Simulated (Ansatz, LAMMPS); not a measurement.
# Relaxing amorphous HfO2 at 8.88 g/cm^3 (84 atoms)

How does amorphous HfO2 at 8.88 g/cm^3 (84 atoms) relax, and what do bonds, charges and levels look like afterwards?

Calculated with Ansatz 0.2.0; Kohn-Sham DFT, PBE, PAW (set soft_2), plane waves.

Report form: the programs' logs are mostly left out.

### Step 1. The starting structure

The cell holds 84 atoms: 28 Hf and 56 O. Cell: a = 10.328 Å, b = 10.328 Å, c = 10.328 Å, α = 90.0°, β = 90.0°, γ = 90.0°. 84 atoms (28 Zr, 56 O) placed at random at 5.2 g/cm³, melted at 5000 K for 10 ps at fixed volume with the Morse and Coulomb pair potential with partial charges (Pedone, Malavasi, Menziani, Cormack and Segre, J. Phys. Chem. B 110, 11780 (2006)). Quenched from 5000 K to 300 K at 50 K/ps and fixed volume, held 5 ps, then minimised at fixed cell. Then Zr was replaced by Hf at the same volume (the potential has no terms for Hf, so the cell is a start for a DFT relaxation). The density is one point of a scan and needn't be that of the real material.

What the set-up can't give: The quench rate of 50 K/ps is many orders above laboratory rates, so the cell is likely richer in defects and strain than a real sample. The starting topology of bonds comes from the classical model. Only the Γ point is sampled in the main run, in a cell whose shortest periodic width is 10 Å. The levels lack spin–orbit coupling, which is large for the heavy elements here.

### Step 2. Making the structure

A classical potential makes the cell, at a small fraction of what the same run would cost in DFT.

This step: classical MD, Morse and Coulomb pair potential with partial charges (Pedone, Malavasi, Menziani, Cormack and Segre, J. Phys. Chem. B 110, 11780 (2006)) (LAMMPS 22 Jul 2025 - Update 4).

Input file in.lmp:

```
# melt-quench of Zr28O56
units metal
atom_style charge
boundary p p p
region box block 0 10.3283 0 10.3283 0 10.3283
create_box 2 box
mass 1 91.2240   # Zr
mass 2 15.9990   # O
create_atoms 1 random 28 35088 NULL overlap 1.5 maxtry 2000
create_atoms 2 random 56 35095 NULL overlap 1.5 maxtry 2000
pair_style hybrid/overlay pedone 5.5 coul/long 8.0
pair_coeff * * coul/long
pair_coeff 1 2 pedone 0.206237 2.479675 2.436997 1   # Zr-O
pair_coeff 2 2 pedone 0.042395 1.379316 3.618701 22   # O-O
set type 1 charge 2.4
set type 2 charge -1.2
kspace_style pppm 1.0e-4
neigh_modify delay 0 every 1 check yes
thermo_style custom step time temp pe press density
thermo_modify norm yes
timestep 0.002
thermo 100
min_style cg
minimize 1e-4 1e-4 200 2000
reset_timestep 0
velocity all create 5000 35089 mom yes dist gaussian
fix lim all nve/limit 0.05
fix lan all langevin 5000 5000 0.2 35090 zero yes
thermo 500
run 1000 post no
unfix lim
unfix lan
thermo 833
fix md all nvt temp 5000 5000 0.2
run 5000 post no
unfix md
thermo 4700
fix md all nvt temp 5000 300 0.2
run 47000 post no
unfix md
thermo 1250
fix md all nvt temp 300 300 0.2
run 2500 post no
unfix md
thermo 100
min_style cg
minimize 0 1e-3 2000 20000
write_dump all custom glass.dump id type xs ys zs modify sort id
```

Launch:

```
> lmp -in in.lmp -log none -nocite
```

Run time: 1.9 min. Hardware: 1 thread of Intel Xeon at 2.80GHz (Skylake/Cascade Lake), shared host; peak memory 0.63 GiB.

### Step 3. Single point at the start

The forces at the start show how far the geometry lies from a minimum of this functional.

Input file input.yaml:

```yaml
crystal:
  lattice:
    - [10.3283, 0.0, 0.0]
    - [0.0, 10.3283, 0.0]
    - [0.0, 0.0, 10.3283]
  atoms:
    - { symbol: Hf, position: [0.90242, 0.37151, 0.53832] }
    - { symbol: Hf, position: [0.74333, 0.86689, 0.84821] }
    - { symbol: Hf, position: [0.69018, 0.48928, 0.79153] }
    - { symbol: Hf, position: [0.42249, 0.55151, 0.25723] }
    - { symbol: Hf, position: [0.20491, 0.41546, 0.42489] }
    - { symbol: Hf, position: [0.50577, 0.85818, 0.28353] }
    - { symbol: Hf, position: [0.36246, 0.97857, 0.91545] }
    - { symbol: Hf, position: [0.87217, 0.88728, 0.19195] }
[... 72 atom lines left out ...]
    - { symbol: O, position: [0.31914, 0.90983, 0.36511] }
    - { symbol: O, position: [0.61357, 0.55555, 0.96919] }
    - { symbol: O, position: [0.50394, 0.68386, 0.39272] }
    - { symbol: O, position: [0.59548, 0.1879, 0.56468] }
kpoints:
  mp_grid: { grid: [1, 1, 1] }
hamiltonian:
  xc: pbe
scf:
  occupations: { method: fermi_dirac, width: 0.025 }
output:
  forces: true
```

Launch:

```
> ansatz run input.yaml --threads 4 --pin off --max-ram 8192MiB --backend cpu --events-out ev --progress --plain --runs-dir out
```

Wall time 29 s (4 threads of Intel Xeon at 2.70GHz, shared host); peak memory 1.9 GiB; 1.7 min of CPU time.

Read from the output:

```yaml
free_energy: -472110.5364 eV
free_energy_per_atom: -5620.3635 eV/atom
scf_cycles: 11
r_m_s_force_component: 0.4229 eV/Å
longest_force: 2.282 eV/Å
fermi_energy: 13.87 eV
```

The r.m.s. force component of 0.42 eV/Å sets the starting point.

Neighbours are counted within 2.82 Å (O-Hf).

Length of the force by element and coordination:

| element | coordination | atoms | mean length of the force (eV/Å) | spread | least | most |
| --- | --- | --- | --- | --- | --- | --- |
| Hf | all | 28 | 0.971 | 0.507 | 0.360 | 2.28 |
| Hf | 6 | 20 | 0.971 | 0.556 | 0.360 | 2.28 |
| Hf | 7 | 7 | 1.01 | 0.361 | 0.517 | 1.68 |
| Hf | 8 | 1 | 0.666 | 0 | 0.666 | 0.666 |
| O | all | 56 | 0.408 | 0.195 | 0.0887 | 0.994 |
| O | 2 | 3 | 0.807 | 0.135 | 0.678 | 0.994 |
| O | 3 | 41 | 0.386 | 0.167 | 0.108 | 0.739 |
| O | 4 | 12 | 0.387 | 0.190 | 0.0887 | 0.835 |

### Step 4. Relaxation

With the cell held, the atoms are moved downhill towards a nearby minimum.

input.yaml: that of step 3 with these lines changed.

```diff
@@ -15 +15,4 @@
   forces: true
+relax:
+  f_tol: 0.04
+  max_steps: 250
```

Run time: 3.5 min. Hardware: 4 threads; peak memory 2 GiB.

Relaxation path:

| step | energy less that of the first step (eV) | largest force component (eV/Å) |
| --- | --- | --- |
| 1 | 0.0000 | 2.0423 |
| 2 | -0.9309 | 0.7721 |
| 3 | -1.3793 | 0.4188 |
| 4 | -1.7052 | 0.2065 |
| 5 | -1.7644 | 0.1286 |
| 6 | -1.7797 | 0.0704 |
| 7 | -1.7694 | 0.1020 |
| 8 | -1.7845 | 0.0557 |
| 9 | -1.7842 | 0.0748 |
| 10 | -1.7863 | 0.0154 |

Relaxation steps 7, 9 were tried and not accepted.

The atoms that moved most (Å):

| atom | dx | dy | dz | length |
| --- | --- | --- | --- | --- |
| O72 | -0.374 | 0.213 | -0.162 | 0.460 |
| O32 | -0.235 | 0.046 | 0.321 | 0.401 |
| O52 | -0.132 | 0.322 | 0.032 | 0.349 |
| O84 | -0.251 | -0.193 | 0.013 | 0.317 |
| Hf26 | -0.232 | 0.165 | -0.118 | 0.309 |
| Hf2 | 0.244 | 0.032 | -0.158 | 0.292 |
| Hf10 | 0.183 | -0.161 | 0.145 | 0.283 |
| O29 | 0.011 | -0.244 | -0.047 | 0.249 |

The relaxation changed the energy by -21.3 meV/atom, and atoms moved by 0.16 Å r.m.s., 0.46 Å at most.

### Step 5. Structure statistics after relaxation

Bonds before and after, by the cutoffs listed below:

| pair | bonds before | bonds after | mean before (Å) | mean after (Å) | spread before (Å) | spread after (Å) |
| --- | --- | --- | --- | --- | --- | --- |
| O-Hf | 177 | 178 | 2.167 | 2.170 | 0.130 | 0.148 |

Density 8.88 g/cm³, 13.12 Å³ an atom.

g(r), total and by pair (bins of 0.2 Å):

| r (Å) | total | O-O | O-Hf | Hf-Hf |
| --- | --- | --- | --- | --- |
| 1.90 | 0.16 | 0.00 | 0.37 | 0.00 |
| 2.10 | 3.46 | 0.00 | 7.78 | 0.00 |
| 2.30 | 0.92 | 0.00 | 2.06 | 0.00 |
| 2.50 | 0.45 | 0.69 | 0.31 | 0.00 |
| 2.70 | 1.19 | 2.50 | 0.19 | 0.00 |
| 2.90 | 1.13 | 2.54 | 0.00 | 0.00 |
| 3.10 | 0.90 | 1.80 | 0.15 | 0.34 |
| 3.30 | 0.95 | 1.19 | 0.36 | 2.37 |
| 3.50 | 0.89 | 0.76 | 0.55 | 2.74 |
| 3.70 | 0.93 | 0.56 | 1.04 | 1.97 |
| 3.90 | 0.97 | 0.59 | 1.00 | 2.42 |
| 4.10 | 1.12 | 1.08 | 1.15 | 1.14 |
| 4.30 | 1.06 | 0.87 | 1.38 | 0.55 |
| 4.50 | 0.87 | 0.59 | 1.27 | 0.39 |
| 4.70 | 1.02 | 0.56 | 1.61 | 0.52 |
| 4.90 | 1.00 | 0.90 | 1.18 | 0.69 |
| 5.10 | 1.10 | 1.29 | 1.00 | 0.82 |

Bonds by pair of elements; cutoffs follow the first minimum of g(r), held within bounds set by covalent radii, and pairs that aren't listed don't count as bonded:

| pair A-B | cutoff (Å) | bonds | mean length (Å) | spread (Å) | shortest (Å) | B about A | A about B |
| --- | --- | --- | --- | --- | --- | --- | --- |
| O-Hf | 2.82 | 178 | 2.17 | 0.148 | 1.91 | 3.18 | 6.36 |

How many atoms have how many bonded neighbours:

| element | mean | 2 | 3 | 4 | 6 | 7 | 8 |
| --- | --- | --- | --- | --- | --- | --- | --- |
| Hf | 6.36 | 0 | 0 | 0 | 19 | 8 | 1 |
| O | 3.18 | 2 | 42 | 12 | 0 | 0 | 0 |

Bond angles, per cent of each kind in bins of 5°:

| angle (°) | O-Hf-O | Hf-O-Hf |
| --- | --- | --- |
| 60–65 | 1.0 | 0.0 |
| 65–70 | 4.6 | 0.0 |
| 70–75 | 8.5 | 0.0 |
| 75–80 | 13.3 | 1.0 |
| 80–85 | 9.4 | 0.5 |
| 85–90 | 10.2 | 1.5 |
| 90–95 | 7.5 | 5.0 |
| 95–100 | 4.6 | 13.0 |
| 100–105 | 5.8 | 17.0 |
| 105–110 | 3.5 | 13.0 |
| 110–115 | 1.5 | 5.5 |
| 115–120 | 2.7 | 8.0 |
| 120–125 | 3.3 | 8.5 |
| 125–130 | 3.3 | 7.0 |
| 130–135 | 1.7 | 6.5 |
| 135–140 | 1.7 | 4.5 |
| 140–145 | 3.1 | 4.0 |
| 145–150 | 2.9 | 1.5 |
| 150–155 | 2.3 | 1.5 |
| 155–160 | 2.9 | 1.0 |
| 160–165 | 3.5 | 1.0 |
| 165–170 | 1.7 | 0.0 |
| 170–175 | 0.6 | 0.0 |
| 175–180 | 0.4 | 0.0 |

Bond angles (no mean is given where the spread exceeds 20°):

| angle | count | mean (°) | spread (°) |
| --- | --- | --- | --- |
| O-Hf-O | 481 | - | - |
| Hf-O-Hf | 200 | 114 | 17 |

Bond length by coordination (bonds to H left out):

| element | coordination | atoms | mean bond length (Å) |
| --- | --- | --- | --- |
| Hf | 6 | 19 | 2.14 |
| Hf | 7 | 8 | 2.21 |
| Hf | 8 | 1 | 2.27 |
| O | 2 | 2 | 1.97 |
| O | 3 | 42 | 2.14 |
| O | 4 | 12 | 2.27 |

For some of the pairs, g(r) has its first main peak near 2.8 Å (O-O) and 2.1 Å (O-Hf). By these cutoffs 68 % of Hf atoms have 6 and 75 % of O atoms have 3 bonded neighbours. Bonds at O atoms with 3 neighbours average 2.14 Å, against 2.27 Å at those with 4.

### Step 6. Single point at the relaxed geometry

The electronic structure is read at the final geometry, in a run of its own.

Input file input.yaml:

```yaml
crystal:
  lattice:
    - [10.3283, 0.0, 0.0]
    - [0.0, 10.3283, 0.0]
    - [0.0, 0.0, 10.3283]
  atoms:
    - { symbol: Hf, position: [0.89248, 0.38879, 0.52702] }
    - { symbol: Hf, position: [0.76693, 0.86994, 0.83296] }
    - { symbol: Hf, position: [0.68428, 0.48878, 0.79116] }
    - { symbol: Hf, position: [0.43045, 0.5463, 0.25486] }
    - { symbol: Hf, position: [0.21861, 0.40356, 0.42892] }
    - { symbol: Hf, position: [0.50996, 0.85745, 0.28115] }
    - { symbol: Hf, position: [0.36163, 0.97302, 0.91763] }
    - { symbol: Hf, position: [0.87892, 0.88799, 0.18245] }
[... 72 atom lines left out ...]
    - { symbol: O, position: [0.3204, 0.9211, 0.35182] }
    - { symbol: O, position: [0.62285, 0.56427, 0.96493] }
    - { symbol: O, position: [0.50965, 0.68195, 0.39228] }
    - { symbol: O, position: [0.57116, 0.1692, 0.56595] }
kpoints:
  mp_grid: { grid: [1, 1, 1] }
hamiltonian:
  xc: pbe
scf:
  occupations: { method: fermi_dirac, width: 0.025 }
output:
  forces: true
  stress: true
  populations: true
  dos:
    method: { smearing: { sigma: 0.08 } }
    de: 0.05
    projected: { site_lists: { Hf: [Hf], O: [O] } }
  eigenvalues: true
  write_density: true
  write_potential: true
  volumetric_format: npy
```

Wall time 42 s (4 threads); peak memory 2 GiB; 2.4 min of CPU time.

The run gave:

```
free energy                                      : -472112.3227 eV
free energy per atom                             : -5620.3848 eV/atom
SCF cycles                                       : 11
pressure                                         : -4.466 GPa
r.m.s. force component                           : 0.004 eV/Å
longest force                                    : 0.01807 eV/Å
Fermi energy                                     : 13.8 eV
gap (highest filled to lowest empty level) : 3.871 eV
spilling of the projection                       : 0.002665
```

Löwdin charges by element and coordination (they lack the spilled electrons, 0.034 e an atom on average):

| element | coordination | atoms | mean charge (e) | spread | least | most |
| --- | --- | --- | --- | --- | --- | --- |
| Hf | all | 28 | 1.46 | 0.0336 | 1.37 | 1.52 |
| Hf | 6 | 19 | 1.46 | 0.0285 | 1.40 | 1.50 |
| Hf | 7 | 8 | 1.45 | 0.0436 | 1.37 | 1.52 |
| Hf | 8 | 1 | 1.43 | 0 | 1.43 | 1.43 |
| O | all | 56 | -0.678 | 0.0244 | -0.722 | -0.612 |
| O | 2 | 2 | -0.628 | 0.014 | -0.642 | -0.614 |
| O | 3 | 42 | -0.677 | 0.0229 | -0.720 | -0.612 |
| O | 4 | 12 | -0.689 | 0.0188 | -0.722 | -0.655 |

States in the cell by windows of 1 eV, zero at the Fermi level; the larger projections on atomic orbitals stand beside the total:

| from (eV) | to (eV) | total | O p | Hf d |
| --- | --- | --- | --- | --- |
| -10 | -8 | 0.0 | 0.0 | 0.0 |
| -8 | -7 | 0.8 | 0.6 | 0.2 |
| -7 | -6 | 49.3 | 34.3 | 11.3 |
| -6 | -5 | 72.9 | 53.6 | 15.6 |
| -5 | -4 | 71.2 | 57.0 | 10.7 |
| -4 | -3 | 78.4 | 68.8 | 6.7 |
| -3 | -2 | 61.6 | 57.3 | 2.9 |
| -2 | -1 | 1.9 | 1.8 | 0.1 |
| -1 | 1 | 0.0 | 0.0 | 0.0 |
| 1 | 2 | 2.3 | 0.2 | 1.8 |
| 2 | 3 | 46.7 | 4.9 | 37.6 |
| 3 | 4 | 63.2 | 8.2 | 49.5 |
| 4 | 5 | 57.4 | 9.0 | 41.4 |

Between -26 and -10 eV lie 504 more states.

The stored curve holds about 840 of the 1064 electrons; the rest, give or take the few that broadening carries across the Fermi level, lie in deeper levels below its range.

The levels nearest the highest filled one (over half full), pooled over k-points and spins:

| level less the highest filled one (eV) | occupation |
| --- | --- |
| -0.339 | 2 |
| -0.290 | 2 |
| -0.272 | 2 |
| -0.193 | 2 |
| -0.142 | 2 |
| 0 | 2 |
| 3.87 | 0 |
| 4.00 | 0 |
| 4.01 | 0 |
| 4.12 | 0 |
| 4.16 | 0 |
| 4.21 | 0 |

Electrostatic potential energy in the ac plane at fractional y = 0.286, with atoms of Hf and O within 0.2 Å of it. With pseudopotentials it is smooth inside the atoms' cores, unlike the true potential.

Ten even steps from '0' (-28 eV) to '9' (18 eV), each cell a mean:
```
22699998620001689999998764576
88999999852124799999998743468
99999999986667899999998765578
99999999998888789999755787788
99999999999998778898300499999
99999999999999998888300599999
88889999999999999889867999999
87788988899999999999999999998
87778831279999999999999999998
87788710069999999999999988888
88889963599999999999999987778
89999988999999988899999977678
64688888899998754578999987788
10178877899998410037899998898
20278888899997201015899999998
76799989999997300016899999999
66789878999998642357999999987
22468312799999887788999999874
00156100699997689999999999861
00158535899983259999999999862
33579999999885479999878999875
77899999987678899997202899988
22599999852125799996001799997
00289998620002689999535887784
```
Columns run along a (10.3 Å; values clipped at the 3rd and 97th percentile), rows up along c (10.3 Å). Atoms in or near the plane, at fractional coordinates: Hf at (0.57, 0.38), Hf at (0.39, 0.99), O at (0.03, 0.01), O at (0.25, 0.60), O at (0.04, 0.41), O at (0.73, 0.06), O at (0.74, 0.79), O at (0.22, 0.23).

Valence density in the ac plane at fractional y = 0.286, with atoms of Hf and O within 0.2 Å of it. It is the smooth field of the valence electrons, not physical close to the nuclei.

Values in e/Å³, 13 rows by 16 columns, each cell a mean:
```
 2  1  0  0  0  5 14  3  0  0  0  0  0  1  1  1
 0  0  0  0  0  0  0  0  0  0  0  0  1  0  0  0
 0  0  0  0  0  0  0  1  1  0  0  4  4  1  0  0
 1  0  0  0  0  0  0  0  0  0  0  1  1  0  0  0
 1  0  0  2  3  1  0  0  0  0  0  0  0  0  0  0
 0  0  0  2  4  1  0  0  0  0  0  0  0  0  0  0
 1  1  0  0  0  0  0  0  0  0  0  0  0  0  0  0
 4  3  0  0  0  0  0  0  8 15  2  0  0  0  0  1
 1  1  0  0  0  0  0  0  7 13  2  0  0  0  0  0
 5  2  1  4  2  0  0  0  0  0  0  0  0  0  0  1
10  4  1  3  1  0  0  2  2  0  0  0  0  0  0  2
 1  1  0  0  0  0  0  1  1  0  1  3  2  0  0  0
 5  2  0  0  0  5 13  3  0  0  1  4  2  0  0  1
```
Columns run along a (10.3 Å), rows up along c (10.3 Å). Atoms in or near the plane, at fractional coordinates: Hf at (0.57, 0.38), Hf at (0.39, 0.99), O at (0.03, 0.01), O at (0.25, 0.60), O at (0.04, 0.41), O at (0.73, 0.06), O at (0.74, 0.79), O at (0.22, 0.23).

Mean Löwdin charges: Hf +1.46, O -0.68 e. The largest share in the top eV of filled states is O p (94 % of the projected weight), and in the lowest eV of empty states Hf d (83 % of the projected weight).

The surroundings of O78, which has 4 bonded neighbours where the commonest count for O is 3, nearest first, numbered as they follow in the input and with coordinates relative to it.

| atom | x | y | z | distance (Å) | bonds | Löwdin charge (e) |
| --- | --- | --- | --- | --- | --- | --- |
| O78 | 0.00 | 0.00 | 0.00 | 0.00 | 4 | -0.66 |
| Hf6 | 0.55 | -1.39 | 1.42 | 2.06 | 6 | 1.47 |
| Hf25 | -1.46 | 1.24 | 0.83 | 2.09 | 7 | 1.37 |
| Hf11 | 1.86 | 1.24 | -0.32 | 2.26 | 8 | 1.43 |
| Hf7 | -0.98 | -0.20 | -2.34 | 2.54 | 7 | 1.46 |
| O58 | 2.37 | -0.84 | 0.49 | 2.57 | 3 | -0.67 |
| O43 | 0.27 | 2.58 | 0.30 | 2.61 | 4 | -0.68 |
| O76 | 0.58 | 1.53 | -2.04 | 2.61 | 4 | -0.66 |
| O81 | -1.41 | -0.74 | 2.15 | 2.67 | 4 | -0.70 |
| O71 | -1.84 | 1.46 | -1.30 | 2.68 | 3 | -0.68 |

The column of bonds counts only the pairs O-Hf within 2.82 Å; other neighbours, such as metal atoms beside each other in a compound, aren't counted, and periodic images can show an atom twice.

### Step 7. K-mesh 2×2×2

Large cells are often run on few k-points; this run checks whether the reference had enough.

input.yaml: that of step 6 with these lines changed.

```diff
@@ -8,3 +8,3 @@
 kpoints:
-  mp_grid: { grid: [1, 1, 1] }
+  mp_grid: { grid: [2, 2, 2] }
 hamiltonian:
@@ -22,4 +22 @@
   eigenvalues: true
-  write_density: true
-  write_potential: true
-  volumetric_format: npy
```

It took 5.7 min on 4 threads; peak memory 6.4 GiB.

The program notes that it cut back its work space to fit the memory limit.

Geometry and reference: those of the single point at the relaxed geometry.

Forces differ from those of the single point at the relaxed geometry by 16 meV/Å r.m.s.; the energy by -1.3 meV/atom and the gap by -0.011 eV. It took 5.7 min and 10 cycles; the reference's time can't be set against it, since the two runs asked for unlike analyses.

(Continued in part 2 of 2.)

[Logs are printed without paths, hosts, clocks, repeated set-up lines and the standing remarks that a program may print on its own settings, such as how far it seeks lower states.]

[Hosts, paths, dates, database ids (printed as entryN), source tags and the programs' standing remarks are cut or masked in the printed files.]
